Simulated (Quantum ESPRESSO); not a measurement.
# Dielectric function and optical constants of PbS (Galena)

Wanted: where PbS (Galena) starts to absorb, how strongly, and its refractive index. The cell comes from an older database entry, whose edges can differ from later determinations, mostly by under a per cent.

Program: Quantum ESPRESSO 7.5. Level of theory: DFT, PBE, plane waves with norm-conserving potentials (PseudoDojo), scalar-relativistic, independent-particle optical response without local fields and without the non-local commutator. Results are calculated unless marked as measured.

This is a report of a sequence of runs, with most program output left out.

The database entry behind the starting cell differs from later determinations by our own check (about 0.1 % short), so it need not match the best structure at ambient conditions.

## (1) Set-up

The structure is cubic, space group Fm-3m (No. 225). The conventional cell has a = 5.931 Å, b = 5.931 Å, c = 5.931 Å, α = 90.00°, β = 90.00°, γ = 90.00°. Pb has 6 S at 2.97 Å nearest. S has 6 Pb at 2.97 Å nearest. Farther neighbours and most contacts between anions are not listed.

## (2) Ground state

First the ground state: is it a metal or has it a gap?

This step: DFT, PBE, plane waves with norm-conserving potentials (PseudoDojo), scalar-relativistic, ground state (Quantum ESPRESSO 7.5).

The input, scf.in:

```
&control
  calculation = 'scf'
  prefix = 'x'
  outdir = './tmp'
  pseudo_dir = './'
  verbosity = 'high'
/
&system
  ibrav = 0
  nat = 2
  ntyp = 2
  ecutwfc = 70
  occupations = 'smearing'
  smearing = 'fd'
  degauss = 0.003675
  nbnd = 14
/
&electrons
  conv_thr = 1e-09
  electron_maxstep = 100
/
ATOMIC_SPECIES
  Pb 1.0 Pb.upf
  S 1.0 S.upf
CELL_PARAMETERS angstrom
  0.000000000000 2.965750000000 2.965750000000
  2.965750000000 0.000000000000 2.965750000000
  2.965750000000 2.965750000000 0.000000000000
ATOMIC_POSITIONS crystal
  Pb 0.000000000000 0.000000000000 0.000000000000
  S 0.500000000000 0.500000000000 0.500000000000
K_POINTS automatic
  7 7 7 0 0 0
```

Command:

```console
$ mpirun -n 4 pw.x -nk 4 -in scf.in
```

Wall time 11 s (4 MPI ranks of Arm Neoverse N1, shared host); peak memory 0.07 GiB.

Numbers from this step:

* total energy: -162.9 Ry
* gap on the k-mesh: 0.9583 eV
* direct gap on the mesh: 0.9583 eV

There is a gap, 0.96 eV on this mesh (points off the mesh can give less), so no carriers' term is needed.

## (3) Ground state with the final occupations

With the gap or the metal settled, the ground state is repeated with the fitting occupations, and the later steps take its density.

scf.in, as its differences from that of step 2:

```diff
@@ -12,6 +12,3 @@
   ecutwfc = 70
-  occupations = 'smearing'
-  smearing = 'fd'
-  degauss = 0.003675
-  nbnd = 14
+  occupations = 'fixed'
 /
```

Command:

```console
$ mpirun -n 4 pw.x -nk 4 -in scf.in
```

Run time: 8.3 s. Hardware: 4 MPI ranks; peak memory 0.07 GiB; 33 s of CPU time.

## (4) Bands on the whole mesh, 10×10×10

At the fixed density, many empty bands are solved on the mesh of the response, since the spectrum sums over them.

This step: DFT, PBE, plane waves with norm-conserving potentials (PseudoDojo), scalar-relativistic, bands at fixed density (Quantum ESPRESSO 7.5).

nscf.in, as its differences from scf.in of step 3:

```diff
@@ -1,3 +1,3 @@
 &control
-  calculation = 'scf'
+  calculation = 'nscf'
   prefix = 'x'
@@ -5,3 +5,2 @@
   pseudo_dir = './'
-  verbosity = 'high'
 /
@@ -13,2 +12,5 @@
   occupations = 'fixed'
+  nbnd = 32
+  nosym = .true.
+  noinv = .true.
 /
@@ -17,2 +19,3 @@
   electron_maxstep = 100
+  diago_full_acc = .true.
 /
@@ -29,2 +32,2 @@
 K_POINTS automatic
-  7 7 7 0 0 0
+  10 10 10 0 0 0
```

Command:

```console
$ mpirun -n 4 pw.x -nk 4 -in nscf.in
```

The job ended after 15 min (4 MPI ranks; peak memory 0.06 GiB).

## (5) Dielectric function

With the density converged, the vertical transitions are summed over the zone.

This step: DFT, PBE, plane waves with norm-conserving potentials (PseudoDojo), scalar-relativistic, independent-particle optical response without local fields and without the non-local commutator (Quantum ESPRESSO 7.5).

The input, epsilon.in:

```
&inputpp
  prefix = 'x'
  outdir = './tmp'
  calculation = 'eps'
/
&energy_grid
  smeartype = 'gauss'
  intersmear = 0.2
  wmin = 0.0
  wmax = 22
  nw = 500
/
```

Command:

```console
$ mpirun -n 4 epsilon.x -nk 4 -in epsilon.in
```

Run time: 3.2 s. Hardware: 4 MPI ranks; peak memory 0.05 GiB.

Read-outs, printed or worked out from the files:

| Quantity | Value |
| --- | --- |
| electronic dielectric constant ε∞, mean over x, y and z (by symmetry where fewer were run) | 16.79 |
| centre of weight of the strongest loss peak in the window | 17.74 eV |

The Im ε, any direction has structure finer than the step of the table below, so its rows give means over 0.5 eV, whole bins alone (the curve runs from 0 to 22 eV). Peaks (eV: height): 0.35: 5.03, 2.78: 33.9, 3.88: 22.2.

Sum at mesh points, not converged in k; values under the direct gap are tails of Lorentzian lines. Table of Im ε, any direction by photon energy; means over each step:

```
photon energy (eV)  Im ε, any direction
               0.5                 2.28
               1.0                 1.52
               1.5                 4.72
               2.0                 9.26
               2.5                 20.3
               3.0                 24.5
               3.5                 13.5
               4.0                 15.6
               4.5                 5.54
               5.0                 4.86
               5.5                 4.11
               6.0                 3.16
               6.5                 2.71
               7.0                 2.92
               7.5                 2.72
               8.0                 2.40
               8.5                 3.53
               9.0                 2.85
               9.5                 2.56
              10.0                 2.03
              10.5                 2.02
              11.0                 1.65
              11.5                 1.39
              12.0                 1.53
              12.5                 1.25
              13.0                0.937
              13.5                0.895
              14.0                0.773
              14.5                0.763
              15.0                0.686
              15.5                0.620
              16.0                0.572
              16.5                0.595
              17.0                0.450
              17.5                0.436
              18.0                0.432
              18.5                0.495
              19.0                0.394
              19.5                0.326
              20.0                0.255
              20.5                0.265
              21.0                0.292
              21.5                0.214
```

The reflectivity at normal incidence, any direction has structure finer than the step of the table below, so its rows give means over 1 eV, whole bins alone (the curve runs from 0 to 22 eV). Peaks (eV: height): 2.8: 59.5, 4.1: 71.7, 5.4: 48.6, 9.8: 35.4, 10.8: 37.9, 11.5: 37.9, 12.7: 37.1.

Sum at mesh points, not converged in k. The reflectivity at normal incidence, any direction by photon energy; means over each step:

photon energy (eV), reflectivity at normal incidence, any direction (%) and a bar from the least value:
```
        1       36.2 #################
        2       43.1 #####################
        3       54.6 ###########################
        4       59.0 ##############################
        5       48.6 ########################
        6       40.2 ###################
        7       28.0 ############
        8       22.6 #########
        9       30.2 ##############
       10       30.6 ##############
       11       31.3 ##############
       12       28.5 #############
       13       30.7 ##############
       14       25.7 ###########
       15       21.3 #########
       16       17.7 #######
       17       16.3 ######
       18       10.6 ###
       19       11.8 ###
       20        8.3 #
       21        6.1
```

The loss function −Im 1/ε at q → 0, any direction has structure finer than the step of the table below, so its rows give means over 1 eV, whole bins alone (the curve runs from 0 to 22 eV). Peaks (eV: height): 14.2: 1.69, 14.9: 1.63, 15.7: 1.89, 17.0: 2.60, 18.7: 2.17, 19.3: 2.25, 19.9: 2.15.

Sum at mesh points, not converged in k; values under the direct gap are tails of Lorentzian lines. Table of loss function −Im 1/ε at q → 0, any direction by energy loss; means over each step:

```
energy loss (eV)  loss function −Im 1/ε at q → 0, any direction
               1                                        0.00782
               2                                         0.0176
               3                                         0.0461
               4                                         0.0602
               5                                          0.151
               6                                          0.249
               7                                          0.338
               8                                          0.371
               9                                          0.325
              10                                          0.415
              11                                          0.492
              12                                          0.636
              13                                          0.841
              14                                           1.17
              15                                           1.40
              16                                           1.69
              17                                           2.01
              18                                           1.71
              19                                           2.00
              20                                           1.62
              21                                           1.26
```

At chosen wavelengths:

```
wavelength (nm)     n      k  R (%)     1/α
            633  4.55  0.849   42.2   59 nm
            532  4.51  1.299   43.7   33 nm
            450  4.84  3.424   57.8   10 nm
            365  2.49  2.280   42.7   13 nm
            308  2.13  3.936   66.4  6.2 nm
            248  1.32  1.869   40.6   11 nm
            193  0.97  1.387   33.2   11 nm
```

Below the direct gap, k and the depth come from the tails of the Lorentzian lines, not from transitions.

## (6) What came out

```
electronic dielectric constant ε∞, mean over x, y and z (by symmetry where fewer were run) (independent particles) : 16.8
centre of weight of the strongest loss peak in the window, first axis                                              : 17.7 eV
```

What this shows: At this level (PBE, independent particles) PbS has ε∞ = 16.8 and n = 3.88 at 1550 nm. Excitons and phonon-assisted transitions are missing, and so are local fields; PBE gaps are as a rule too small, which pulls the onset down and ε∞ up, while the missing spin-orbit coupling works the other way with such heavy atoms. Spin-orbit coupling is left out although heavy atoms are present. epsilon.x leaves out the commutator of the non-local potential, so its intensities are off, as a rule too high. The sum runs over mesh points 0.18 Å⁻¹ apart with no interpolation, so peaks are partly noise of the mesh; over so small a direct gap single mesh points weigh heavily, so ε∞, n and their changes from run to run can be far off.

[Machine, clock, banner and «Message from routine» lines are left out of the logs.]

[Logs are printed without paths, hosts, clocks, repeated set-up lines and the standing remarks that a program may print on its own settings, such as how far it seeks lower states.]

[Hosts, paths, dates, database ids (printed as entryN), source tags and the programs' standing remarks are cut or masked in the printed files.]
